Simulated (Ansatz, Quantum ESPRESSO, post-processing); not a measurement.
# Au(111) with three reversed steps (a thin twin lamella): ballistic transmission, part 3 of 3

Wanted: the transmission near the Fermi level and the conductance of this junction: Au(111) with three reversed steps (a thin twin lamella).

Quantum ESPRESSO 7.5; plane-wave DFT, PBE, JTH PAW pseudopotentials; cross-check by Ansatz 0.2.0 with PAW datasets.

So far. Step 2 (SCF with pw.x): The run needed 18 iterations to bring the estimated error under 1e-07 Ry; the largest force on any atom, held or free, is 0.04 eV/Å. Step 3 (Transmission with pwcond.x): At no point does T exceed the number of channels.

## 4. Transmission with pwcond.x, with ewind = 2.0 and epsproj = 0.001

Level of this step: transmission by pwcond, lead and junction from one cell; plane-wave DFT, PBE, JTH PAW pseudopotentials (Quantum ESPRESSO).

A sensitivity test on the input.

Contents of cond.w.in:

```
&inputcond
  outdir = './out'
  prefixt = 'scf'
  tran_file = 'cond.w.dat'
  bdl = 2.4494897436
  bds = 12.2474487147
  ikind = 1
  ewind = 2.0
  epsproj = 0.001
  nz1 = 7
  energy0 = 0.4
  denergy = -0.4
/
10
  0.00000000 0.00000000 0.01562500
  0.00000000 0.12500000 0.09375000
  0.00000000 0.25000000 0.09375000
  0.00000000 0.37500000 0.09375000
  0.00000000 0.50000000 0.04687500
  0.12500000 0.25000000 0.09375000
  0.12500000 0.37500000 0.18750000
  0.12500000 0.50000000 0.18750000
  0.25000000 0.50000000 0.09375000
  0.25000000 0.62500000 0.09375000
3
```

The run is started by

```sh
OMP_NUM_THREADS=1 mpirun -n 4 pwcond.x -in cond.w.in > cond.w.out
```

Numbers of over 12 decimals in the logs are rounded to 6 here.

The program printed:

```text
[banner, memory and clock lines left out]
Program PWCOND v.7.5 starts
[citation notice left out]

[...]
./out/scf.save/
     file Au.GGA_PBE-JTH.UPF: wavefunction(s)  6S 0S 6P 0P 5D 0D renormalized

     IMPORTANT: XC functional enforced from input :
     Exchange-correlation= PBE
                           (   1   4   3   4   0   0   0)
     Any further DFT definition will be discarded
     Please, verify this is what you really want

     Reading collected, re-writing distributed wavefunctions

===== INPUT FILE containing all the regions =====

     GEOMETRY:

     lattice parameter (alat)  =       5.5721  a.u.
     the volume                =    1834.9999 (a.u.)^3
     the cross section         =      26.8887 (a.u.)^2
     l of the unit cell        =      12.2474 (alat)
     number of atoms/cell      =           15
     number of atomic types    =            1

     crystal axes: (cart. coord. in units of alat)
               a(1) = (  1.0000  0.0000  0.0000 )
               a(2) = (  0.5000  0.8660  0.0000 )
               a(3) = (  0.0000  0.0000 12.2474 )

   Cartesian axes

     site n.     atom                  positions (alat units)
          1        Au     tau(  1)=(  0.0000  0.0000 12.2474  )
          2        Au     tau(  2)=(  0.5000  0.2887  0.8165  )
          3        Au     tau(  3)=(  1.0000  0.5774  1.6330  )
          4        Au     tau(  4)=(  0.0000  0.0000  2.4495  )
          5        Au     tau(  5)=(  0.5000  0.2887  3.2660  )
          6        Au     tau(  6)=(  1.0000  0.5774  4.0825  )
          7        Au     tau(  7)=(  0.5000  0.2887  4.8990  )
          8        Au     tau(  8)=(  0.0000  0.0000  5.7155  )
          9        Au     tau(  9)=(  1.0000  0.5774  6.5320  )
         10        Au     tau( 10)=(  0.0000  0.0000  7.3485  )
         11        Au     tau( 11)=(  0.5000  0.2887  8.1650  )
         12        Au     tau( 12)=(  1.0000  0.5774  8.9815  )
         13        Au     tau( 13)=(  0.0000  0.0000  9.7980  )
         14        Au     tau( 14)=(  0.5000  0.2887 10.6145  )
         15        Au     tau( 15)=(  1.0000  0.5774 11.4310  )

     nr1s                      =           24
     nr2s                      =           24
     nr3s                      =          300
     nr1sx                     =           24
     nr2sx                     =           24
     nr3sx                     =          300
     nr1                       =           36
     nr2                       =           36
     nr3                       =          432
     nr1x                      =           36
     nr2x                      =           36
     nr3x                      =          432

 _______________________________
  Radii of nonlocal spheres:

     type       ibeta     ang. mom.          radius (alat units)
       Au         1         0                    0.4551
       Au         2         0                    0.4551
       Au         3         1                    0.4551
       Au         4         1                    0.4551
       Au         5         2                    0.4551
       Au         6         2                    0.4551
----- General information -----

--- T calc. with identical leads (ikind=1) ---

     nrx                       =           24
     nry                       =           24
     nz1                       =            7

     energy0               =         4.0E-01
     denergy               =        -4.0E-01
     nenergy               =          3
     ecut2d                =         4.5E+01
     ewind                 =         2.0E+00
     epsproj               =         1.0E-03

     number of k_|| points=   10
                       cryst. coord.
        k(    1) = (   0.0000000   0.0000000), wk =   0.0156250
        k(    2) = (   0.0000000   0.1250000), wk =   0.0937500
[...]
k(   10) = (   0.2500000   0.6250000), wk =   0.0937500
----- Information about left/right lead -----

     nocros                   =           18
     noins                    =           36
     norb                     =           72
     norbf                    =          234
     nrz                      =           60

      iorb      type   ibeta   ang. mom.   m       position (alat)
        1        1       1        0        1   taunew(   1)=(  0.0000  0.0000  0.0000)
        2        1       2        0        1   taunew(   2)=(  0.0000  0.0000  0.0000)
[...]
72        1       6        2        5   taunew(  72)=(  0.0000  0.0000  2.4495)
    k slab    z(k)  z(k+1)     crossing(iorb=1,norb)
    1   0.0000 0.0408 0.0408   111111111111111111000000000000000000000000000000000000000000000000000000
    2   0.0408 0.0816 0.0408   111111111111111111000000000000000000000000000000000000000000000000000000
[...]
60   2.4087 2.4495 0.0408   000000000000000000000000000000000000000000000000000000111111111111111111
----- Information about scattering region -----

     noins                    =          198
     norb                     =          234
     norbf                    =          234
     nrz                      =          240

      iorb      type   ibeta   ang. mom.   m       position (alat)
        1        1       1        0        1   taunew(   1)=(  0.0000  0.0000 -0.0000)
        2        1       2        0        1   taunew(   2)=(  0.0000  0.0000 -0.0000)
[...]
234        1       6        2        5   taunew( 234)=(  0.0000  0.0000  9.7980)
 ngper, shell number =           91          12
 ngper, n2d =           91          27
---  E-Ef =    0.4000000  k =    0.0000000   0.0000000
---  ie =          1  ik =          1
 Nchannels of the left tip =            0
 Right moving states:
   k1(2pi/a)   k2(2pi/a)   E-Ef (eV)
 Left moving states:
   k1(2pi/a)   k2(2pi/a)   E-Ef (eV)

 to transmit
          E-Ef(ev), T =    0.4000000   0.0000000
---  E-Ef =    0.0000000  k =    0.0000000   0.0000000
---  ie =          2  ik =          1
 Nchannels of the left tip =            0
 Right moving states:
   k1(2pi/a)   k2(2pi/a)   E-Ef (eV)
 Left moving states:
   k1(2pi/a)   k2(2pi/a)   E-Ef (eV)

 to transmit
          E-Ef(ev), T =    0.0000000   0.0000000
---  E-Ef =   -0.4000000  k =    0.0000000   0.0000000
---  ie =          3  ik =          1
 Nchannels of the left tip =            0
 Right moving states:
   k1(2pi/a)   k2(2pi/a)   E-Ef (eV)
 Left moving states:
   k1(2pi/a)   k2(2pi/a)   E-Ef (eV)

 to transmit
          E-Ef(ev), T =   -0.4000000   0.0000000
 ngper, shell number =           93          50
 ngper, n2d =           93          29
[... further energies and points left out ...]
---  E-Ef =    0.4000000  k =    0.2500000   0.6250000
---  ie =          1  ik =         10
 Nchannels of the left tip =            0
 Right moving states:
   k1(2pi/a)   k2(2pi/a)   E-Ef (eV)
 Left moving states:
   k1(2pi/a)   k2(2pi/a)   E-Ef (eV)

 to transmit
          E-Ef(ev), T =    0.4000000   0.0000000
---  E-Ef =    0.0000000  k =    0.2500000   0.6250000
---  ie =          2  ik =         10
 Nchannels of the left tip =            0
 Right moving states:
   k1(2pi/a)   k2(2pi/a)   E-Ef (eV)
 Left moving states:
   k1(2pi/a)   k2(2pi/a)   E-Ef (eV)

 to transmit
          E-Ef(ev), T =    0.0000000   0.0000000
---  E-Ef =   -0.4000000  k =    0.2500000   0.6250000
---  ie =          3  ik =         10
 Nchannels of the left tip =            0
 Right moving states:
   k1(2pi/a)   k2(2pi/a)   E-Ef (eV)
 Left moving states:
   k1(2pi/a)   k2(2pi/a)   E-Ef (eV)

 to transmit
          E-Ef(ev), T =   -0.4000000   0.0000000
   T_tot     0.40000      0.17212E+01
   T_tot     0.00000      0.17371E+01
   T_tot    -0.40000      0.11259E+01

[...]
```

Wall time 23 s (4 MPI ranks of Arm Neoverse V2, shared host); peak memory 0.28 GiB; 93 s of CPU time.

The changed values were drawn from a wide range, not chosen for quality; the comparison shows what they did here together.

Beside the run it was changed from:

```tsv
quantity	this run	unchanged run	difference
transmission at the Fermi level, one spin	0.8685	0.8871	-0.019
lead channels at the Fermi level, one spin	0.8906	0.8906	0
wall time (s)	23	42
```

Over all energies T moves by up to 0.020, at -0.4 eV.

The physical values in this table move by up to 2.1 %.

## 5. Cross-check with Ansatz

A second code with its own PAW datasets, on the same atoms.

Level of this step: plane-wave DFT, PBE, Ansatz PAW (Ansatz 0.2.0).

Contents of input.yaml:

```yaml
crystal:
  lattice:
    - [2.9486352775, 0.0, 0.0]
    - [1.4743176388, 2.5535930569, 0.0]
    - [0.0, 0.0, 36.1132593378]
  atoms:
    - { symbol: Au, position: [0.0, 0.0, 0.0] }
    - { symbol: Au, position: [0.333333333, 0.333333333, 0.0666666667] }
    - { symbol: Au, position: [0.666666667, 0.666666667, 0.1333333333] }
    - { symbol: Au, position: [0.0, 0.0, 0.2] }
    - { symbol: Au, position: [0.333333333, 0.333333333, 0.2666666667] }
    - { symbol: Au, position: [0.666666667, 0.666666667, 0.3333333333] }
    - { symbol: Au, position: [0.333333333, 0.333333333, 0.4] }
    - { symbol: Au, position: [0.0, 0.0, 0.4666666667] }
    - { symbol: Au, position: [0.666666667, 0.666666667, 0.5333333333] }
    - { symbol: Au, position: [0.0, 0.0, 0.6] }
    - { symbol: Au, position: [0.333333333, 0.333333333, 0.6666666667] }
    - { symbol: Au, position: [0.666666667, 0.666666667, 0.7333333333] }
    - { symbol: Au, position: [0.0, 0.0, 0.8] }
    - { symbol: Au, position: [0.333333333, 0.333333333, 0.8666666667] }
    - { symbol: Au, position: [0.666666667, 0.666666667, 0.9333333333] }
kpoints:
  mp_grid: { grid: [9, 9, 1] }
hamiltonian:
  xc: pbe
scf:
  occupations: { method: fermi_dirac, width: 0.1 }
  convergence: { dr2_threshold: 1.0e-08 }
output:
  transmission: { leads: [[0, 3]], e_range: [-0.4, 0.4], de: 0.4, kmesh: [8, 8] }
  write_potential: true
  write_density: true
  volumetric_format: npy
```

The run is started by

```sh
ansatz run input.yaml --threads 4 --pin off --max-ram 8192MiB --backend cpu --events-out ev --progress --plain --runs-dir out
```

The program printed:

```text
Engine: ansatz 0.2.0, aarch64-unknown-linux-gnu
Pseudopotentials: kind: paw
Pseudopotential: Au, paw, valence charge 19, recommended cutoff 420 eV (normal), Au.paw.azcp
Functional definition: PBE
  parameter kappa = 0.804
  parameter beta = 0.066725
  exchange = pbe_x(kappa = kappa, mu = beta*pi^2/3)
  correlation = pbe_c(beta = beta)
Crystal: 15 atoms, lattice volume = 271.919 Å³
Basis set: ecut = 420 eV, 5245 PW (Γ)
Bands: 171, of which v1, the nominal top of the filled ones, is band 143 counted from 1 (142 counted from 0)
Symmetry: 12 space group operations
Space group: P-3m1 (ITA 164), of the structure as read, at distance tolerance 6.5e-5 Å
k-points: 12 of 81
Non-local potential: Au, projectors of the file, l = 0: 3, l = 1: 2, l = 2: 2, l = 3: 1
PAW form: soft (Blöchl's): semilocal exchange-correlation on the pseudo side does not see the compensation charge
PAW one-centre angular grid: Au, 590 points (default); XC on 64 Gauss nodes
Initial density: superposition of atomic densities (neutral atoms: chi_scale 0, normalization atom), corrected by the library's trained network
Initial wavefunctions: pseudopotential atomic-orbital guess
Functional: x = pbe(κ = 0.804, μ = 0.219515), c = pbe(β = 0.066725)
SCF iter   1: F=—  HF=-197240.061101 eV  |F-HF|=—  |Δ(HF+E_count)|=         —  Δρ=1.59e-3  dr2=4.98e-3  ethr=1.77e-3  ⟨swp⟩=4.8  Hψ=6300  notcnv=0  defer=136
preconditioner: auto → Kerker (q_TF=auto, 2.750 Å⁻¹)  [metal: Δε(μ)=0.117 eV  Ē_g=10.263 eV  σ=0.100 eV  W_gap=0.28  n_scr=120 (ndim 8)  ℏωp=28.9 eV  f_vac=0.000  D(μ)=3.80/eV (n_scr^D=18)]
SCF iter   2: F=—  HF=-197240.073270 eV  |F-HF|=—  |Δ(HF+E_count)|=   1.22e-2  Δρ=9.37e-4  dr2=2.98e-3  ethr=1.75e-6  ⟨swp⟩=3.2  Hψ=4830  notcnv=0  defer=139
SCF iter   3: F=—  HF=-197240.074493 eV  |F-HF|=—  |Δ(HF+E_count)|=   1.22e-3  Δρ=1.79e-4  dr2=7.84e-4  ethr=1.05e-6  ⟨swp⟩=2.3  Hψ=2576  notcnv=0  defer=139
SCF iter   4: F=—  HF=-197240.074501 eV  |F-HF|=—  |Δ(HF+E_count)|=   7.88e-6  Δρ=8.72e-5  dr2=3.36e-4  ethr=2.75e-7  ⟨swp⟩=1.0  Hψ=1862  notcnv=0  defer=139
SCF iter   5: F=—  HF=-197240.074476 eV  |F-HF|=—  |Δ(HF+E_count)|=   2.50e-5  Δρ=4.14e-5  dr2=6.31e-5  ethr=1.18e-7  ⟨swp⟩=1.0  Hψ=1862  notcnv=0  defer=139
SCF iter   6: F=—  HF=-197240.074546 eV  |F-HF|=—  |Δ(HF+E_count)|=   6.97e-5  Δρ=2.26e-5  dr2=4.88e-6  ethr=2.21e-8  ⟨swp⟩=1.0  Hψ=1862  notcnv=0  defer=139
SCF iter   7: F=—  HF=-197240.075095 eV  |F-HF|=—  |Δ(HF+E_count)|=   5.49e-4  Δρ=7.15e-6  dr2=7.16e-7  ethr=1.71e-9  ⟨swp⟩=1.0  Hψ=1862  notcnv=0  defer=139
SCF iter   8: F=—  HF=-197240.075095 eV  |F-HF|=—  |Δ(HF+E_count)|=   2.60e-8  Δρ=1.93e-6  dr2=9.68e-8  ethr=2.51e-10  ⟨swp⟩=1.0  Hψ=1862  notcnv=0  defer=139
SCF iter   9: F=—  HF=-197240.075095 eV  |F-HF|=—  |Δ(HF+E_count)|=  6.98e-10  Δρ=7.62e-7  dr2=3.24e-8  ethr=3.40e-11  ⟨swp⟩=1.0  Hψ=1862  notcnv=0  defer=139
SCF iter  10: F=—  HF=-197240.075095 eV  |F-HF|=—  |Δ(HF+E_count)|=   1.66e-9  Δρ=4.10e-7  dr2=1.01e-8  ethr=1.14e-11  ⟨swp⟩=1.1  Hψ=1863  notcnv=0  defer=139
SCF iter  11: F=-197240.075095 eV  HF=-197240.075095 eV  |F-HF|=9.90e-10  |Δ(HF+E_count)|=  4.95e-10  Δρ=1.42e-7  dr2=1.04e-9  ethr=3.51e-12  ⟨swp⟩=9.5  Hψ=6552  notcnv=0
SCF 1 converged in 11 iterations: F = -197240.075095 eV  dr2 = 1.04e-9
  greatest PAW one-centre occupation: 1.000 electrons in one spin orbital (limit 2), on the Au atom at site 13 (counted from 0), in its partial waves of l = 0
transmission: 60 of 600 steps passed
transmission: 120 of 600 steps passed
[...]
transmission: 600 of 600 steps passed
SCF converged after 11 iterations
Free energy (F): -197240.075095 eV
Harris-Foulkes:  -197240.075095 eV  (|F-HF|=9.90e-10)
Internal energy: -197239.949470 eV  (E = F + TS)
E sigma→0 (E₀):  -197240.012283 eV
Entropy (-TS):   -0.125624 eV (-8.375 meV/atom)
Fermi energy:    19.036627 eV
--- Per-component energies (eV) ---
  E_band       = -3499.686306
  E_kinetic    = 9059.350980
  E_local      = -26938.311931  (includes V_loc(G=0)·N_el)
  E_nonlocal   = 1115.934553
  E_hartree    = 11403.641590
  E_xc         = -3413.652050
  E_vxc        = -4119.606044  (∫ρ·V_xc dr)
  E_paw        = -145601.403311  (= ΣΔE_a)
  E_vpaw       = -5424.357673  (= ΣTr[D̂ρ^β])
  E_aug_tail   = 0.020658  (compensation charges beyond the density's cutoff)
  E_ewald      = -42865.529961
  E_smearing   = -0.125624  (= −TS)
  E_closure    = -0.000000  (closes the sum)
  Σ components = -197240.075095   (vs F -197240.075095, Δ=0.00e0)
--- Band table (eV; the first three rows and the last of 12) ---
  k-point 0: bands = [... 139 lower, 16.6255, 16.8360, 16.8360, 16.8564, 16.8564, 17.0026, 17.0026, 17.0263, ... 24 higher]
  k-point 1: bands = [... 139 lower, 16.7404, 16.7589, 16.9673, 16.9781, 17.0617, 17.0642, 17.3105, 18.0208, ... 24 higher]
  k-point 2: bands = [... 139 lower, 16.9049, 16.9488, 17.0771, 17.1084, 17.4438, 17.9281, 18.2966, 19.2584, ... 24 higher]
  k-point 11: bands = [... 139 lower, 21.3813, 21.4625, 21.4671, 21.5258, 21.5258, 21.8753, 21.8753, 21.9203, ... 24 higher]
--- Transmission ---
  basis      : 61 plane waves across, 60 finite elements along
  points     : 10, standing for a mesh of 8 x 8
  energies   : 3 from -0.400000 to 0.400000 eV about the Fermi level, 0.400000 eV apart; the leads are filled to 0.000000 eV, and channels, transmission and decay are at 0.000000 eV
  crystal 0  : Au3, at the sites [0, 3], period 7.2227 Å, over 31.30 Å; its Hamiltonian steps by up to 14.7 meV
    offset         : up to 0.0000 Å between an atom of the period and one for which it stands
    channels       : 8.906250e-1 a spin
    conductance    : none, the energies end too early or step too widely for 300 K: set another output.transmission.e_range or a lower de, or, where they end at an eighth of basis.ecutwfc, a higher one
    slowest decay  : 0.1143 /Å at (0.0000, 0.0000)
  junction   : crystal 0 to crystal 0, -1.90 to 26.99 Å
    transmission   : 8.828041e-1 a spin
    conductance    : none, the energies end too early or step too widely for 300 K: set another output.transmission.e_range or a lower de, or, where they end at an eighth of basis.ecutwfc, a higher one
```

Elapsed: 12 s, on 4 threads; peak memory 1.2 GiB; 45 s of CPU time.

This step gave:

| Item | Value |
| --- | --- |
| free energy | -197240.0751 eV |
| energy at zero smearing | -197240.0123 eV |
| smearing term TS | 0.1256 eV |
| Fermi energy | 19.04 eV |
| symmetry operations | 12 |
| transmission at the Fermi level, one spin | 0.8828 |
| step of the lead's Hamiltonian over a period | 14.7 meV |

Per spin; mean over the k mesh across the current. The transmission, zone mean by energy, zero at the Fermi level:

```tsv
energy (eV)	transmission, zone mean
-0.400	0.601
0.000	0.883
0.400	0.859
```

Per spin; mean over the k mesh across the current. Open channels, zone mean against energy, zero at the Fermi level:

```tsv
energy (eV)	open channels, zone mean
-0.400	0.797
0.000	0.891
0.400	0.891
```

Ansatz finds T = 0.883 against pwcond's 0.887.

## 6. All levels side by side

All levels:

```tsv
step	T at the Fermi level (per spin)	conductance (G0)	r.m.s. T(E) from the first	CPU time of the step (s)	peak memory (GiB)
Ansatz	0.8828	-	0	44.53	1.188
pwcond	0.8871	0.8871	0.01039	166.5	0.28
pwcond, changed setting	0.8685	0.8685	0.02329	93.17	0.28
```

Per spin; mean over the k mesh across the current. The transmission, zone mean by energy, zero at the Fermi level:

```tsv
energy (eV)	Ansatz	pwcond	pwcond, changed setting
-0.400	0.601	0.583	0.563
0.000	0.883	0.887	0.869
0.400	0.859	0.860	0.861
```

## 7. Worked from the printed numbers

The Landauer sum over the mesh, Σ w T = 0.1875 × 0.999 + 0.1875 × 0.997 + 0.0938 × 1 + … = 0.8871.

G = 0.887 × 77.48 µS = 68.7 µS a cell. Times the area of 7.530 Å², the resistance-area product is A/G = 1.10 fΩ m², the leads' contact resistance included.

Free electrons at 1 an atom (3 atoms in 54.4 Å³) have k_F = 1.178 1/Å and offer A k_F²/4π = 0.83 channels per spin; the lead has 0.89 on this mesh.

## 8. Outcome

| Quantity | Value |
| --- | --- |
| conductance from T at the Fermi level, a cell (G₀ = 2e²/h) | 0.887 G₀ |
| conductance per area | 913 S/μm² |
| lead channels per spin | 0.89 |
| the same conductance by Ansatz | 0.883 G₀ |

The junction conducts 0.887 G₀ a cell at the Fermi level (PBE, JTH PAW). At the Fermi level the junction passes 100 % of what the leads offer, nearly all. At the Fermi level pwcond and Ansatz differ by 0.49 %, a close match. The mean rests on 10 distinct points, the heaviest weighing 0.19, and the mesh was not tested, so even the second digit is unsure. Over -0.4 to 0.4 eV, T lies between 0.58 and 0.89 per spin. The geometry is as built, not relaxed, and the leads are short. Spin-orbit coupling is left out; depending on the atoms that carry the levels of interest, it can split and shift them by tenths of an eV to an eV or more.

[Logs are printed without paths, hosts, clocks, repeated set-up lines and the standing remarks that a program may print on its own settings, such as how far it seeks lower states.]

[Hosts, paths, dates, database ids (printed as entryN), source tags and the programs' standing remarks are cut or masked in the printed files.]

[Maps of the electrostatic potential energy from Ansatz leave out the sawtooth potential of an applied field or a dipole correction, so their vacuum need not be flat; planar profiles and work functions include it.]
